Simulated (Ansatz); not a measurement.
## Sn2S3 (Ottemannite): a many-body input that goes wrong, and its mend

Aim: the G0W0 gap of Sn2S3 (Ottemannite). The first input has a fault.

Program: Ansatz 0.2.0. Level of theory: G0W0 on r2SCAN, plane waves, PAW. Results are calculated unless marked as measured.

## (1) Starting point

Symmetry: Pnma, No. 62, orthorhombic system. The conventional cell has a = 8.878 Å, b = 3.751 Å, c = 14.020 Å, α = 90.00°, β = 90.00°, γ = 90.00°. Nearest to Sn lie 6 S at 2.50 to 2.60 Å. Nearest to Sn lie 4 S at 2.65 to 3.14 Å. Nearest to S lie 4 Sn at 2.57 to 3.14 Å. Nearest to S lie 3 Sn at 2.56 to 2.77 Å. S has 3 Sn at 2.50 to 2.65 Å nearest. Farther neighbours and most contacts between anions are not listed.

The cell and positions come from the Crystallography Open Database and are kept as given unless a step says otherwise. The default PAW set here is soft_2. Its files were made with PBE.

## (2) First try

File input.yaml:

```yaml
crystal:
  lattice:
    - [8.878, 0.0, 0.0]
    - [0.0, 3.751, 0.0]
    - [0.0, 0.0, 14.02]
  atoms:
    - { symbol: Sn, position: [0.16494, 0.25, 0.05195] }
    - { symbol: Sn, position: [0.33506, 0.75, 0.55195] }
    - { symbol: Sn, position: [0.66494, 0.25, 0.44805] }
    - { symbol: Sn, position: [0.83506, 0.75, 0.94805] }
    - { symbol: Sn, position: [0.48509, 0.75, 0.16936] }
    - { symbol: Sn, position: [0.01491, 0.25, 0.66936] }
    - { symbol: Sn, position: [0.98509, 0.75, 0.33064] }
    - { symbol: Sn, position: [0.51491, 0.25, 0.83064] }
    - { symbol: S, position: [0.98047, 0.75, 0.1064] }
    - { symbol: S, position: [0.51953, 0.25, 0.6064] }
    - { symbol: S, position: [0.48047, 0.75, 0.3936] }
    - { symbol: S, position: [0.01953, 0.25, 0.8936] }
    - { symbol: S, position: [0.33879, 0.75, 0.99524] }
    - { symbol: S, position: [0.16121, 0.25, 0.49524] }
    - { symbol: S, position: [0.83879, 0.75, 0.50476] }
    - { symbol: S, position: [0.66121, 0.25, 0.00476] }
    - { symbol: S, position: [0.28631, 0.25, 0.21246] }
    - { symbol: S, position: [0.21369, 0.75, 0.71246] }
    - { symbol: S, position: [0.78631, 0.25, 0.28754] }
    - { symbol: S, position: [0.71369, 0.75, 0.78754] }
kpoints:
  mp_grid: { grid: [2, 4, 2] }
hamiltonian:
  xc: r2scan
scf:
  occupations: { method: fermi_dirac, width: 2.0 }
gw:
  n_empty_bands: 492
  ecut_chi: 60
  qp_bands: [v4, c4]
  qp_kpoints: band_edges
  screening: { model: contour_deformation }
```

Launch:

```sh
> ansatz run input.yaml --threads 24 --pin off --max-ram 82944MiB --backend cuda --events-out ev --progress --plain --runs-dir out --devices 1 --max-vram 78GiB
```

Numbers of over 12 decimals in the logs are rounded to 6 here.

Log:

```text
band count auto-derived: 313 (N_el = 184.0; filled up to band 92; 112 by the electrons, moments and atoms)
GPUs: using 1 of 1 available (devices: 1).
Engine: ansatz 0.2.0, aarch64-unknown-linux-gnu
Pseudopotentials: kind: paw
Pseudopotential: Sn, paw, valence charge 14, recommended cutoff 500 eV (meta_gga), Sn.paw.azcp
Pseudopotential: S, paw, valence charge 6, recommended cutoff 500 eV (meta_gga), S.paw.azcp
Functional definition: r2SCAN
  parameter k0 = 0.174
  parameter k1 = 0.065
  parameter a1 = 4.9479
  exchange = r2scan_x(k0 = k0, k1 = k1, a1 = a1)
  correlation = r2scan_c
[...]
Crystal: 20 atoms, lattice volume = 466.885 Å³
Basis set: ecut = 500 eV, 11863 PW (Γ), exchange–correlation on 288×120×432 points (64 copies of the dense FFT grid, shifted against one another)
Bands: 313, of which v1, the nominal top of the filled ones, is band 92 counted from 1 (91 counted from 0)
Symmetry: 8 space group operations
Space group: Pnma (ITA 62), of the structure as read, at distance tolerance 7.8e-5 Å
k-points: 12 of 16
Non-local potential: Sn, projectors of the file, l = 0: 2, l = 1: 2, l = 2: 2, l = 3: 2
Non-local potential: S, projectors of the file, l = 0: 2, l = 1: 2, l = 2: 2
PAW form: soft (Blöchl's): semilocal exchange-correlation on the pseudo side does not see the compensation charge
PAW frozen core: Sn, regenerated for the run's functional (the file was generated under x = pbe(κ = 0.804, μ = 0.219515), c = pbe(β = 0.066725))
PAW frozen core: S, regenerated for the run's functional (the file was generated under x = pbe(κ = 0.804, μ = 0.219515), c = pbe(β = 0.066725))
PAW one-centre angular grid: Sn, 590 points (default); XC on 249 of its mesh's 2787 points in the sphere
PAW one-centre angular grid: S, 302 points (default); XC on 160 Gauss nodes
Initial density: superposition of atomic densities (neutral atoms: chi_scale 0, normalization atom), corrected by the library's trained network
Initial wavefunctions: pseudopotential atomic-orbital guess
[...]
Functional: x = r2scan, c = r2scan; τ floored in thin density (d = 2e-4 eV/Å³)
SCF iter   1: F=—  HF=-59237.650860 eV  |F-HF|=—  |Δ(HF+E_count)|=         —  Δρ=1.92e-2  dr2=3.32e0  dr2_τ=7.37e-2  ethr=1.77e-3  ⟨swp⟩=10.7  Hψ=24431  notcnv=0
preconditioner: auto → Kerker (q_TF=auto, 2.336 Å⁻¹)  [metal: Δε(μ)=0.954 eV  Ē_g=30.462 eV  σ=2.000 eV  W_gap=0.12  n_scr=110 (ndim 8)  ℏωp=23.3 eV  f_vac=0.007  D(μ)=8.57/eV (n_scr^D=42)]
SCF iter   2: F=—  HF=-59237.116835 eV  |F-HF|=—  |Δ(HF+E_count)|=   5.34e-1  Δρ=9.56e-3  dr2=7.78e-1  dr2_τ=1.18e-2  ethr=1.77e-3  ⟨swp⟩=1.0  Hψ=4320  notcnv=0
SCF iter   3: F=—  HF=-59236.983839 eV  |F-HF|=—  |Δ(HF+E_count)|=   1.33e-1  Δρ=2.59e-3  dr2=5.58e-2  dr2_τ=4.37e-4  ethr=4.23e-4  ⟨swp⟩=1.4  Hψ=3836  notcnv=0
SCF iter   4: F=—  HF=-59236.988719 eV  |F-HF|=—  |Δ(HF+E_count)|=   4.88e-3  Δρ=6.62e-4  dr2=3.99e-3  dr2_τ=5.69e-5  ethr=3.03e-5  ⟨swp⟩=2.9  Hψ=6946  notcnv=0
SCF iter   5: F=—  HF=-59236.989123 eV  |F-HF|=—  |Δ(HF+E_count)|=   4.04e-4  Δρ=1.78e-4  dr2=4.23e-4  dr2_τ=5.23e-6  ethr=2.17e-6  ⟨swp⟩=2.2  Hψ=6405  notcnv=0
SCF iter   6: F=—  HF=-59236.989152 eV  |F-HF|=—  |Δ(HF+E_count)|=   2.85e-5  Δρ=6.46e-5  dr2=3.68e-5  dr2_τ=1.16e-6  ethr=2.30e-7  ⟨swp⟩=2.2  Hψ=5425  notcnv=0
SCF iter   7: F=—  HF=-59236.989151 eV  |F-HF|=—  |Δ(HF+E_count)|=   8.43e-7  Δρ=1.84e-5  dr2=3.45e-6  dr2_τ=6.94e-8  ethr=2.00e-8  ⟨swp⟩=2.0  Hψ=5124  notcnv=0
SCF iter   8: F=—  HF=-59236.989151 eV  |F-HF|=—  |Δ(HF+E_count)|=   7.11e-7  Δρ=6.82e-6  dr2=3.85e-7  dr2_τ=6.00e-9  ethr=1.87e-9  ⟨swp⟩=2.8  Hψ=6778  notcnv=0
SCF iter   9: F=-59236.989151 eV  HF=-59236.989152 eV  |F-HF|=9.52e-9  |Δ(HF+E_count)|=   6.55e-8  Δρ=2.53e-6  dr2=5.09e-8  dr2_τ=2.10e-9  ethr=5.43e-11  ⟨swp⟩=10.8  Hψ=14602  notcnv=0
SCF 1 converged in 9 iterations: F = -59236.989151 eV  dr2 = 5.09e-8
[...]
NSCF: frozen V_eff on 12 k-points
[...]
SCF converged after 9 iterations
[...]
k-point 11: bands = ["-14.5399", "-14.5399", "-14.5399", "-14.5399", "-14.4794", "-14.4794", "-14.4794", "-14.4794", "-14.3936", "-14.3936", "-14.3936", "-14.3936", "-14.3601", "-14.3601", "-14.3601", "-14.3601", "-14.3443", "-14.3443", "-14.3443", "-14.3443", "-13.9491", "-13.9491", "-13.9491", "-13.9491", "-13.9074", "-13.9074", "-13.9074", "-13.9074", "-13.8978", "-13.8978", "-13.8978", "-13.8978", "-13.8840", " [...]
```

Run time: 6 s. Hardware: 1 × NVIDIA GB200 (shared by 2 runs) with 24 threads of Arm Neoverse V2, shared host; peak memory 3.1 GiB.

Reading the cycles: dr2 is the Hartree energy of the density residual (eV), the measure of convergence; HF is the Harris–Foulkes estimate of the energy, which meets the free energy F at convergence.

**What went wrong?**

The self-consistent loop converged; the step after it was not made.

The fault: smeared occupations of electronvolts. A wide smearing fills conduction states and empties valence ones, so the start is no longer the insulator.

## (3) A better input

G0W0 replaces the xc potential by the self-energy, built once from these orbitals. Only a window of levels is corrected, while the sums run over the empty bands that the input names.

Edit input.yaml of step 2 so:

```diff
@@ -31,6 +31,6 @@
 scf:
-  occupations: { method: fermi_dirac, width: 2.0 }
+  occupations: { method: fixed }
 gw:
-  n_empty_bands: 492
-  ecut_chi: 60
+  n_empty_bands: 420
+  ecut_chi: 54
   qp_bands: [v4, c4]
```

Log:

```text
GPUs: using 1 of 1 available (devices: 1).
[...]
Crystal: 20 atoms, lattice volume = 466.885 Å³
Basis set: ecut = 500 eV, 11863 PW (Γ), exchange–correlation on 288×120×432 points (64 copies of the dense FFT grid, shifted against one another)
Bands: 112, of which v1, the nominal top of the filled ones, is band 92 counted from 1 (91 counted from 0)
Symmetry: 8 space group operations
[...]
k-points: 12 of 16
[...]
SCF iter   1: F=—  HF=-59188.377575 eV  |F-HF|=—  |Δ(HF+E_count)|=         —  Δρ=6.36e-3  dr2=1.87e-1  dr2_τ=8.42e-2  ethr=1.77e-3  ⟨swp⟩=4.8  Hψ=4482  notcnv=0  defer=205
[...]
SCF iter   8: F=-59188.536831 eV  HF=-59188.536831 eV  |F-HF|=4.84e-9  |Δ(HF+E_count)|=   1.01e-7  Δρ=1.90e-6  dr2=2.87e-8  dr2_τ=2.03e-9  ethr=5.43e-11  ⟨swp⟩=13.2  Hψ=6618  notcnv=0
SCF 1 converged in 8 iterations: F = -59188.536831 eV  dr2 = 2.87e-8
[...]
NSCF: frozen V_eff on 12 k-points
[...]
G₀W₀ screening: q 1/12
[...]
SCF converged after 8 iterations
[...]
3    96      9.5518   -11.2285    -3.3275   -15.2791  0.7680    10.2906    10.2748  root
     4    89      6.0375   -17.4901     2.3604   -15.1840  0.7465     6.0916     6.0917  root
     4    90      6.0375   -17.4901     2.3604   -15.1840  0.7465     6.0916     6.0917  root
     4    91      6.5616   -16.3561     1.6485   -14.6931  0.7642     6.5471     6.5471  root
     4    92      6.5616   -16.3561     1.6485   -14.6931  0.7642     6.5471     6.5471  root
     4    93      8.8003   -10.9679    -3.0477   -14.6798  0.7774     9.4720     9.4644  root
     4    94      8.8003   -10.9679    -3.0477   -14.6798  0.7774     9.4720     9.4644  root
     4    95      9.0055   -10.7786    -3.1019   -14.5373  0.7730     9.6694     9.6622  root
[...]
11    93      8.8984   -10.9025    -3.0474   -14.6132  0.7780     9.5709     9.5618  root
    11    94      8.8984   -10.9025    -3.0474   -14.6132  0.7780     9.5709     9.5618  root
    11    95      8.8984   -10.9025    -3.0474   -14.6132  0.7780     9.5709     9.5618  root
    11    96      8.8984   -10.9025    -3.0474   -14.6132  0.7780     9.5709     9.5618  root
```

The job ended after 18 s (1 × NVIDIA GB200 (shared by 2 runs) with 24 threads; peak memory 5.1 GiB; 62 s of CPU time).

Numbers from this step:

| Item | Value |
| --- | --- |
| bands summed | 512 |
| RPA ε∞ on this mesh (eigenvalues) | 8.264, 8.282, 8.516 |
| plane waves in the screening matrix | 423 |
| q-points in the mesh | 16 |
| G0W0 gap on the mesh | 1.392 eV |
| k of the valence top | 0, 0, 0 |
| k of the conduction bottom | 0, 0, -0.5 |
| starting gap on the mesh | 0.8819 eV |
| Z at the valence top | 0.7678 |
| Z at the conduction bottom | 0.7838 |
| least direct G0W0 gap on the computed points | 1.415 eV |

The gap on the mesh goes from 0.88 eV to 1.39 eV, a correction of +0.51 eV, though a band edge has moved to another state.

## (4) What came out

| Quantity | Value |
| --- | --- |
| first try | the many-body step was refused after 6 s |
| better run | G0W0 gap on the mesh 1.39 eV (2×4×2 mesh, 420 empty bands, screening to 54 eV) |

**Reading.** The second run differs in: empty bands, screening cutoff (eV) and smearing (eV). Bands and cutoff are finite, so the gap is not at the basis limit. The miss can reach some tenths of an eV and take either sign; the mesh is an error of its own. The 2×4×2 mesh is coarse for this cell (its supercell is 15 Å along the shortest edge). The RPA ε∞ on it, from the r2SCAN start, is 8.26, 8.28 and 8.52; such meshes misread the long-range screening, most where the gap is narrow. The many-body steps are scalar-relativistic: spin-orbit coupling is not in them.

[Paths, hosts, dates, memory and timing lines, banners, echoed tables and standing remarks are left out of the program output.]

[Logs are printed without paths, hosts, clocks, repeated set-up lines and the standing remarks that a program may print on its own settings, such as how far it seeks lower states.]

[Runs of the session that timed out or met a known fault of the program may be left out.]

[Cells called generated may have been cut or substituted from an entry of the Crystallography Open Database or the Materials Project.]

[Hosts, paths, dates, database ids (printed as entryN), source tags and the programs' standing remarks are cut or masked in the printed files.]
